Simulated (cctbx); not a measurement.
**What resolution and counting buy: Li2ScBr4**

Space group Cmcm (no. 63), a = 3.9140 Å, b = 13.1140 Å, c = 13.2640 Å, α = 90.00°, β = 90.00°, γ = 90.00°.

```csv
atom,mult.,x,y,z,Ueq (Å²)
Br1,8,1/2,0.2181,0.3795,0.0036
Br2,4,1/2,0.0429,3/4,0.0048
Br3,4,0,0,1/2,0.0044
Sc1,4,1/2,0.3849,3/4,0.0049
Li1,8,1/2,0.1285,0.9423,0.0066
```

This is a model crystal, built by substitution and not relaxed, with assumed displacement parameters.

Five simulated data sets (cctbx; Ag Kα, λ = 0.56087 Å; 4 % proportional error) differ in resolution or exposure (noise floor 15 counts in the first three, 8 in the last two). Each is refined with the right model, isotropic at 1.1 Å and anisotropic otherwise. How do the figures of merit and the uncertainties move?

```csv
d min (Å),top counts,"⟨I/σ⟩ (unmerged, absences included)",unique,param. (scale apart),Rint,R1,GooF,largest s.u. xyz (fractional),s.u. U of Li1 (Å²),largest error (Å)
1.1,70000,8.2,170,11,0.028,0.0104,0.89,0.00041,0.0015,0.0067
0.84,70000,8.2,363,24,0.029,0.0108,1.02,0.00029,0.0017,0.0089
0.6,70000,7.4,951,24,0.032,0.0111,0.93,0.00018,0.0009,0.0045
0.75,300,0.7,500,24,0.359,0.0860,0.92,0.00601,0.0164,0.0681
0.75,3000,3.0,500,24,0.072,0.0268,0.93,0.00099,0.0045,0.0176
```

The number of reflections grows roughly as 1/d³: 170, 363 and 951 here. R1 follows the noise rather than the truth: at 300 counts it is 0.0860, at 3000 counts 0.0268, while GooF is 0.92 and 0.93: the weights 1/σ² carry the noise. The s.u. of U (U11 where anisotropic) for Li1 goes 0.0015, 0.0017, 0.0009 Å² with resolution and 0.0164, 0.0045 Å² with exposure.

Hardware for the 0.6 Å refinement: 0.55 s on 1 thread of Arm Neoverse N1, with other jobs on the host, peak memory 0.09 GiB.

[Logs are printed without paths, hosts, clocks, repeated set-up lines and the standing remarks that a program may print on its own settings, such as how far it seeks lower states.]
